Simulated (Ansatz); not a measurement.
**GaN (F-43m):Y_Ga, thermodynamic levels from a 54-atom cell**

Aim: at which Fermi levels does Y_Ga in GaN (F-43m) change its charge? The model is a cell of 54 host atoms with 1 Ga taken out and 1 Y put in.

Calculated with Ansatz 0.2.0; place-levels on r2SCAN runs: charge-transition levels and formation energies with image-charge correction and potential alignment at the atomic sites; PAW set soft_1.

## Step 1: The structure

The cell holds 54 atoms: 26 Ga, 27 N and 1 Y. Its edges and angles: a = 9.542 Å, b = 9.542 Å, c = 9.542 Å, α = 60.0°, β = 60.0°, γ = 60.0°. It derives from GaN (space group F-43m). Nearest the centre at fractional (0.333, 0.667, 0.667): Y35 at 0.00 Å, N30 at 1.95 Å, N18 at 1.95 Å, N34 at 1.95 Å, N36 at 1.95 Å, Ga33 at 3.18 Å, Ga17 at 3.18 Å, Ga29 at 3.18 Å.

Structure file:

```xyz
54
Lattice="0.0000 6.7473 6.7473 6.7473 0.0000 6.7473 6.7473 6.7473 0.0000" Properties=species:S:1:pos:R:3 pbc="T T T"
Ga    0.0000    0.0000    0.0000
N     1.1245    1.1245    1.1245
Ga    2.2491    2.2491    0.0000
N     3.3736    3.3736    1.1245
Ga    4.4982    4.4982    0.0000
N     5.6227    5.6227    1.1245
Ga    2.2491    0.0000    2.2491
N     3.3736    1.1245    3.3736
Ga    4.4982    2.2491    2.2491
N     5.6227    3.3736    3.3736
Ga    6.7473    4.4982    2.2491
N     7.8718    5.6227    3.3736
Ga    4.4982    0.0000    4.4982
N     5.6227    1.1245    5.6227
Ga    6.7473    2.2491    4.4982
N     7.8718    3.3736    5.6227
Ga    8.9964    4.4982    4.4982
N    10.1209    5.6227    5.6227
Ga    0.0000    2.2491    2.2491
N     1.1245    3.3736    3.3736
Ga    2.2491    4.4982    2.2491
N     3.3736    5.6227    3.3736
Ga    4.4982    6.7473    2.2491
N     5.6227    7.8718    3.3736
Ga    2.2491    2.2491    4.4982
N     3.3736    3.3736    5.6227
Ga    4.4982    4.4982    4.4982
N     5.6227    5.6227    5.6227
Ga    6.7473    6.7473    4.4982
N     7.8718    7.8718    5.6227
Ga    4.4982    2.2491    6.7473
N     5.6227    3.3736    7.8718
Ga    6.7473    4.4982    6.7473
N     7.8718    5.6227    7.8718
Y     8.9964    6.7473    6.7473
N    10.1209    7.8718    7.8718
Ga    0.0000    4.4982    4.4982
N     1.1245    5.6227    5.6227
Ga    2.2491    6.7473    4.4982
N     3.3736    7.8718    5.6227
Ga    4.4982    8.9964    4.4982
N     5.6227   10.1209    5.6227
Ga    2.2491    4.4982    6.7473
N     3.3736    5.6227    7.8718
Ga    4.4982    6.7473    6.7473
N     5.6227    7.8718    7.8718
Ga    6.7473    8.9964    6.7473
N     7.8718   10.1209    7.8718
Ga    4.4982    4.4982    8.9964
N     5.6227    5.6227   10.1209
Ga    6.7473    6.7473    8.9964
N     7.8718    7.8718   10.1209
Ga    8.9964    8.9964    8.9964
N    10.1209   10.1209   10.1209
```

Known beforehand: the electronic dielectric constant, 6.00, and the static one, 10.56, computed on the host (DFPT, PBEsol, on the r2SCAN cell), and a cell off the functional's own equilibrium shifts the ionic part.

The cell's shortest repeat is 9.5 Å.

## Step 2: The runs of each charge state

Levels follow from differences of total energies between charge states, each relaxed by itself.

Each atom starts 0.05 Å or so off its site in a random direction: a symmetric start keeps its symmetry, and would miss off-centre moves and Jahn–Teller distortions. Forces are taken on a 2×2×2 shifted mesh. The cell holds 1 electron more than the neutral one, with a uniform background that keeps it neutral on the whole. The electron count is odd, so at least one spin is unpaired; this run locks the moment at 1 μB.

The sampling was tested on the host first: at the k-points planned (1x1x1 shifted 0.25 0.25 0.25) its energy lies 0.067 eV an atom from the dense-mesh value, so the final energies take a denser sampling.

One state's input; the others differ in charge, spin, start and seed, and in occupations where the table says so.

qm1_M1.relax/input.yaml reads:

```yaml
crystal:
  lattice:
    - [0.0, 6.74729083, 6.74729083]
    - [6.74729083, 0.0, 6.74729083]
    - [6.74729083, 6.74729083, 0.0]
  atoms:
    - { symbol: Ga, position: [0.0, 0.0, 0.0] }
    - { symbol: "N", position: [0.08333333, 0.08333333, 0.08333333] }
    - { symbol: Ga, position: [0.0, 0.0, 0.33333333] }
    - { symbol: "N", position: [0.08333333, 0.08333333, 0.41666667] }
    - { symbol: Ga, position: [0.0, 0.0, 0.66666667] }
    - { symbol: "N", position: [0.08333333, 0.08333333, 0.75] }
    - { symbol: Ga, position: [0.0, 0.33333333, 0.0] }
    - { symbol: "N", position: [0.08333333, 0.41666667, 0.08333333] }
    - { symbol: Ga, position: [0.0, 0.33333333, 0.33333333] }
    - { symbol: "N", position: [0.08333333, 0.41666667, 0.41666667] }
    - { symbol: Ga, position: [0.0, 0.33333333, 0.66666667] }
    - { symbol: "N", position: [0.08333333, 0.41666667, 0.75] }
    - { symbol: Ga, position: [0.0, 0.66666667, 0.0] }
    - { symbol: "N", position: [0.08333333, 0.75, 0.08333333] }
    - { symbol: Ga, position: [0.0, 0.66666667, 0.33333333] }
    - { symbol: "N", position: [0.08333333, 0.75, 0.41666667] }
    - { symbol: Ga, position: [0.0, 0.66666667, 0.66666667] }
    - { symbol: "N", position: [0.08333333, 0.75, 0.75] }
    - { symbol: Ga, position: [0.33333333, 0.0, 0.0] }
    - { symbol: "N", position: [0.41666667, 0.08333333, 0.08333333] }
    - { symbol: Ga, position: [0.33333333, 0.0, 0.33333333] }
    - { symbol: "N", position: [0.41666667, 0.08333333, 0.41666667] }
    - { symbol: Ga, position: [0.33333333, 0.0, 0.66666667] }
    - { symbol: "N", position: [0.41666667, 0.08333333, 0.75] }
    - { symbol: Ga, position: [0.33333333, 0.33333333, 0.0] }
    - { symbol: "N", position: [0.41666667, 0.41666667, 0.08333333] }
    - { symbol: Ga, position: [0.33333333, 0.33333333, 0.33333333] }
    - { symbol: "N", position: [0.41666667, 0.41666667, 0.41666667] }
    - { symbol: Ga, position: [0.33333333, 0.33333333, 0.66666667] }
    - { symbol: "N", position: [0.41666667, 0.41666667, 0.75] }
    - { symbol: Ga, position: [0.33333333, 0.66666667, 0.0] }
    - { symbol: "N", position: [0.41666667, 0.75, 0.08333333] }
    - { symbol: Ga, position: [0.33333333, 0.66666667, 0.33333333] }
    - { symbol: "N", position: [0.41666667, 0.75, 0.41666667] }
    - { symbol: "Y", position: [0.33333333, 0.66666667, 0.66666667] }
    - { symbol: "N", position: [0.41666667, 0.75, 0.75] }
    - { symbol: Ga, position: [0.66666667, 0.0, 0.0] }
    - { symbol: "N", position: [0.75, 0.08333333, 0.08333333] }
    - { symbol: Ga, position: [0.66666667, 0.0, 0.33333333] }
    - { symbol: "N", position: [0.75, 0.08333333, 0.41666667] }
    - { symbol: Ga, position: [0.66666667, 0.0, 0.66666667] }
    - { symbol: "N", position: [0.75, 0.08333333, 0.75] }
    - { symbol: Ga, position: [0.66666667, 0.33333333, 0.0] }
    - { symbol: "N", position: [0.75, 0.41666667, 0.08333333] }
    - { symbol: Ga, position: [0.66666667, 0.33333333, 0.33333333] }
    - { symbol: "N", position: [0.75, 0.41666667, 0.41666667] }
    - { symbol: Ga, position: [0.66666667, 0.33333333, 0.66666667] }
    - { symbol: "N", position: [0.75, 0.41666667, 0.75] }
    - { symbol: Ga, position: [0.66666667, 0.66666667, 0.0] }
    - { symbol: "N", position: [0.75, 0.75, 0.08333333] }
    - { symbol: Ga, position: [0.66666667, 0.66666667, 0.33333333] }
    - { symbol: "N", position: [0.75, 0.75, 0.41666667] }
    - { symbol: Ga, position: [0.66666667, 0.66666667, 0.66666667] }
    - { symbol: "N", position: [0.75, 0.75, 0.75] }
  host:
    repeats: [3, 3, 3]
    atoms:
      - { symbol: Ga, position: [0.0, 0.0, 0.0] }
      - { symbol: "N", position: [0.25, 0.25, 0.25] }
total_charge: -1
basis:
  ecutwfc: 500
  xc_grid: 2
hamiltonian:
  xc: r2scan
  pseudopotentials: { kind: paw, azcp: { folder: soft_1 } }
kpoints:
  mp_grid: { grid: [2, 2, 2], shift: [0.5, 0.5, 0.5] }
magnetization:
  spin_polarized: true
  initial_magnetization: 1
  spin_locking: { lock_magnetization: hard }
scf:
  occupations: { method: fixed }
  max_iter: 100
output:
  forces: true
  charged_corrections:
    epsilon: 6.0
    static_epsilon: 10.56
    defect_position: [0.333333, 0.666667, 0.666667]
relax:
  f_tol: 0.02
  max_steps: 80
  random_displacement: { amplitude: 0.05, seed: 8613 }
checkpoint:
  write: "../qm1_M1.relax.run"
  compress: false
  write_wavefunctions: true
  write_every: 100000
```

Started as:

```
$ ansatz run input.yaml --threads 4 --pin off --max-ram 7536MiB --backend cpu --events-out ev --progress --plain --runs-dir out
```

The run of this state that the levels use, under r2SCAN:

qm1_M1.point/input.yaml reads:

```yaml
crystal:
  checkpoint: "../qm1_M1.relax.run"
  host: checkpoint
total_charge: -1
basis:
  ecutwfc: 500
  xc_grid: 2
hamiltonian:
  xc: r2scan
  pseudopotentials: { kind: paw, azcp: { folder: soft_1 } }
kpoints:
  mp_grid: { grid: [2, 2, 2], shift: [0.5, 0.5, 0.5] }
magnetization:
  spin_polarized: true
  initial_magnetization: 1
  spin_locking: { lock_magnetization: hard }
scf:
  occupations: { method: fixed }
  max_iter: 100
output:
  forces: true
  eigenvalues: true
  charged_corrections:
    epsilon: 6.0
    static_epsilon: 10.56
    defect_position: [0.333333, 0.666667, 0.666667]
  eigenstates: { localisation: true }
  populations: true
  efg: {}
  band_densities: [{ bands: [v1, v1] }, { bands: [c1, c1] }]
  write_density: true
  write_potential: true
  volumetric_format: npy
checkpoint:
  read: "../qm1_M1.relax.run"
  write: "../qm1_M1.point.run"
  compress: false
  write_wavefunctions: false
  write_every: 100000
```

Relaxations under r2SCAN at a 2×2×2 shifted mesh; times on 4 threads of Arm Neoverse V1, shared host:

| charge | moment (μB) | occupations | outcome | steps | largest displacement against the far atoms (Å) | time |
| --- | --- | --- | --- | --- | --- | --- |
| −1 | 1 | fixed | converged | 6 | 0.21 | 15 min |
| 0 | 0 | fixed | converged | 5 | 0.21 | 5.2 min |
| +1 | 1 | fixed | converged | 8 | 0.24 | 23 min |

Single points under r2SCAN at a 2×2×2 shifted mesh; times on 4 threads of Arm Neoverse V1, shared host:

```csv
charge,moment (μB),occupations,outcome,time
−1,1,fixed,converged,2.3 min
0,0,fixed,converged,59 s
+1,1,fixed,converged,2.1 min
```

Distances (Å) from Y35 to the nearest atoms after relaxation with r2SCAN:

```
charge  moment (μB)      1.      2.      3.      4.       5.       6.
    −1            1  N 2.16  N 2.16  N 2.16  N 2.16  Ga 3.21  Ga 3.21
     0            0  N 2.16  N 2.16  N 2.16  N 2.16  Ga 3.22  Ga 3.22
    +1            1  N 2.16  N 2.17  N 2.17  N 2.17  Ga 3.18  Ga 3.19
```

## Step 3: Levels against the band edges, r2SCAN

A charged cell interacts with its images and the background, and its potential has another zero than the host's. place-levels removes the first by a point-charge model, screened by the static dielectric constant since the ions have relaxed around the charge, and the second by comparing potentials at atoms far from the defect.

The host is a run of the defect-free crystal in the same cutoffs, grids and k-points, so that basis and sampling errors cancel in part in the differences. The host is run in a cell of 2 atoms on a matching mesh. Its band edges are searched through the zone by a band path, so the gap is smaller than, or equal to, that on the mesh. Chemical potentials are energies per atom of Ga (alpha-Ga (Cmce)) and Y (hcp), run with the same functional and cutoff.

levels.point.yaml reads:

```yaml
host:
  run: host.point.run
states: [qm1_M1.point.run, q0.point.run, qp1_M1.point.run]
geometry_from:
  qm1_M1.point.run: qm1_M1.relax.run
  q0.point.run: q0.relax.run
  qp1_M1.point.run: qp1_M1.relax.run
  host.point.run: host.relax.run
chemical_potentials:
  Ga:
    energy: -3790.270342
    dataset: <sha256 of the dataset>
  "Y":
    energy: -3859.72699
    dataset: "<sha256 of the dataset>"
epsilon: 6.0
static_epsilon: 10.56
vertical:
  - { from: qm1_M1.point.run, to: qm1_M1.point_neutral.run }
  - { from: qp1_M1.point.run, to: qp1_M1.point_neutral.run }
```

Started as:

```
$ ansatz place-levels levels.point.yaml -- --threads 4 --pin off --max-ram 7536MiB
```

Numbers of over 12 decimals in the logs are rounded to 6 here.

The log of the run:

```text
[... repeated set-up lines and file paths are left out, and long positions are rounded to six places ...]
(+1/0) 0.018 eV beneath the valence edge (-0.290 eV without the band-filling correction), in the valence band
(0/-1) 2.200 eV above the valence edge (+3.706 eV without the band-filling correction), in the conduction band
formation energy of charge +1: -0.478 eV with the Fermi level at the valence edge
formation energy of charge 0: -0.496 eV with the Fermi level at the valence edge
formation energy of charge -1: +1.704 eV with the Fermi level at the valence edge
vertical -1 to 0: no energy, since no alignment is typed
  the change from vertical[0].from (qm1_M1.point.run) to vertical[0].to (qm1_M1.point_neutral.run): by its potential at epsilon 6 it stands at 0.074 0.408 0.408, with an rms radius of about 4.7 Å (2.7 2.7 2.7 Å across the planes of the cell's vectors); [...]
vertical +1 to 0: no energy, since no alignment is typed
  the change from vertical[1].from (qp1_M1.point.run) to vertical[1].to (qp1_M1.point_neutral.run): by its potential at epsilon 6 it stands at 0.454 0.781 0.791, with an rms radius of about 4.0 Å (2.3 2.4 2.2 Å across the planes of the cell's vectors); [...]
  edges by r2scan, gap 2.168 eV; the host is sampled to repeats of 19.08 Å
  the defect's cells are sampled to repeats of 19.08 Å, like sampling
  charge +1: -112841.2707 eV with its correction of +0.369 eV, at epsilon 10.56, aligned at sites: +0.1372 eV, mean over 19 atomic sites at or beyond 4.77 Å from the defect at [0.3333, 0.6667, 0.6667], with -0.000000 for the charge's moments and without [...]
  charge 0: +0.000 eV for its dipole among its images, +0.000 omitted
  charge -1: -112818.9560 eV with its correction of -0.112 eV, at epsilon 10.56, aligned at sites: +0.3433 eV, mean over 19 atomic sites at or beyond 4.77 Å from the defect at [0.3333, 0.6667, 0.6667], with +0.000000 for the charge's moments and without [...]
  of states[2] (qp1_M1.point.run): it parts from the run at its places by a charge that spreads by about 2.4 Å along one vector (1.3 Å or more is wide), by its potential at epsilon 6, taken for that of held ions (one typed too small widens it), where the cell [...]
  of states[1] (q0.point.run): its alignment with the host at atomic sites is doubtful: the mean over the far sites moves by +0.1265 eV from their farther parts to their nearer, more than 0.05 eV. [...]
  of states[0] (qm1_M1.point.run): it parts from the run at its places by a charge that spreads by about 2.7 Å along one vector (1.3 Å or more is wide), by its potential at epsilon 6, taken for that of held ions (one typed too small widens it), where the cell [...]
  of vertical[0].from (qm1_M1.point.run): stability_check_not_made; [...]
  of vertical[1].from (qp1_M1.point.run): band_overlap_at_count; stability_check_not_made; of the run under geometry_from: band_overlap_at_count; [...]
```

Run time: 0.36 s. Hardware: 4 threads of Arm Neoverse V1, shared host.

Levels between the charges placed, in eV above the valence top:

```
        gap (eV)  (+1/0)  (0/−1)
r2SCAN      2.17   -0.02    2.20
```

Corrections by state:

```csv
charge,moment (μB),image terms and alignment (eV),band filling (eV),ε used,"over the lowest of its charge, as the program ranks them, band filling apart (eV)"
+1,1.0,0.369,-0.272,10.56,0.000
0,0.0,0.000,-,-,0.000
−1,1.0,-0.112,-1.505,10.56,0.000
```

The charged structures listed were also run neutral, and place-levels reads from each pair, by the potential or the spins, how wide the charge is by which they differ; that can be the carrier of either run.

```csv
charge,rms radius (Å),spread where it is widest against the cell (Å),wide from (Å),reading
+1,4.0,2.37,1.35,wide
−1,4.7,2.71,1.35,wide
```

The neutral runs of these pairs need not share the spin of the lowest neutral state, and very wide values only mean spread over the cell.

From the program's caveats on the states, each cut to its opening words:

- charge +1 (1 μB): it parts from the run at its places by a charge that spreads by about 2.4 Å along one vector (1.3 Å or more is wide), by its potential at epsilon 6, taken for [...]
- charge +1 (1 μB): a band-filling correction moves a carrier to the host's band edge, which changes its energy by -0.272 eV
- charge +1 (1 μB): its alignment with the host at atomic sites is doubtful: the mean over the far sites moves by +0.0504 eV from their farther parts to their nearer, more than [...]
- charge +1 (1 μB): filled levels lie above empty ones at the fixed electron count
- charge +1 (1 μB), −1 (1 μB): flagged: stability check not made
- charge 0: its alignment with the host at atomic sites is doubtful: the mean over the far sites moves by +0.1265 eV from their farther parts to their nearer, more than [...]
- charge −1 (1 μB): it parts from the run at its places by a charge that spreads by about 2.7 Å along one vector (1.3 Å or more is wide), by its potential at epsilon 6, taken for [...]
- charge −1 (1 μB): a band-filling correction moves a carrier to the host's band edge, which changes its energy by -1.505 eV
- charge −1 (1 μB): its alignment with the host at atomic sites is doubtful: the mean over the far sites moves by +0.0628 eV from their farther parts to their nearer, more than [...]

The host's formation energy from the elements is -0.646 eV per atom; it sets how far the chemical potentials can move.

Formation energies (eV), Ga-rich (Δμ(Ga) = 0.00 eV, Δμ(N) = -1.29 eV, Δμ(Y) = 0.00 eV):

| charge | Fermi level at the valence top | at the conduction bottom |
| --- | --- | --- |
| +1 | -0.48 | 1.69 |
| 0 | -0.50 | -0.50 |
| −1 | 1.70 | -0.46 |

Formation energies (eV), N-rich (Δμ(N) = 0.00 eV, Δμ(Ga) = -1.29 eV, Δμ(Y) = 0.00 eV):

```
charge  Fermi level at the valence top  at the conduction bottom
    +1                           -1.77                      0.40
     0                           -1.79                     -1.79
    −1                            0.41                     -1.76
```

## Step 4: Summary of results

| Item | Value |
| --- | --- |
| gap of the host | 2.17 eV (r2SCAN) |
| level (plus 1/0) | 0.02 eV below the valence top (-0.29 eV above the valence top without the band-filling term) |
| level (0/minus 1) | 2.20 eV above the valence top, past the conduction bottom (3.71 eV above the valence top without the band-filling term) |
| lowest of the charges placed, just above the valence top (0.02 eV) | 0 |
| lowest of the charges placed, just below the conduction bottom (0.02 eV) | 0 |
| lowest formation energy at mid-gap of the charges run, Ga-rich | -0.50 eV |
| lowest formation energy at mid-gap of the charges run, N-rich | -1.79 eV |

In words: Of the charges placed (−1, 0 and +1), 0 is the lowest from 0.02 eV above the valence top to 0.02 eV below the conduction bottom, a gap of 2.17 eV. States placed: +1 at 1 μB; 0 at 0 μB; −1 at 1 μB. Other spin states or structures, where not listed, weren't placed. The program finds carriers beyond a band edge of the host and adds a band-filling term at charge −1 (-1.51 eV) and +1 (-0.27 eV); steps to such a charge show no bound level, and a defect level inside a band would be read the same way. Y is taken at its element; compounds, which aren't counted here, bound the chemical potentials and would shift these formation energies. The lowest formation energy (Ga-rich and N-rich) is negative across the gap, so the defect would form by itself: these chemical potentials lie beyond what competing compounds allow, or the host is unstable against it. The program doubts the alignment of potentials for at least one state, a sign that the cell is small. Keep in mind: r2SCAN makes the gap too small and tends to spread out bound carriers; where a gas molecule sets a chemical potential or the host's formation energy, its binding is uncorrected.

[Logs are printed without paths, hosts, clocks, repeated set-up lines and the standing remarks that a program may print on its own settings, such as how far it seeks lower states.]

[Hosts, paths, dates, database ids (printed as entryN), source tags and the programs' standing remarks are cut or masked in the printed files.]

[Where a table of states has a column of steps, it counts the stored structures, which are thinned; the runs took as many ionic steps or more.]

[A defect's name tells the site on which it was built; relaxed atoms can leave that site.]

[For some hosts the program warned that the k-mesh of the response run may be too coarse for force constants and the static dielectric constant; such warnings are not shown here.]
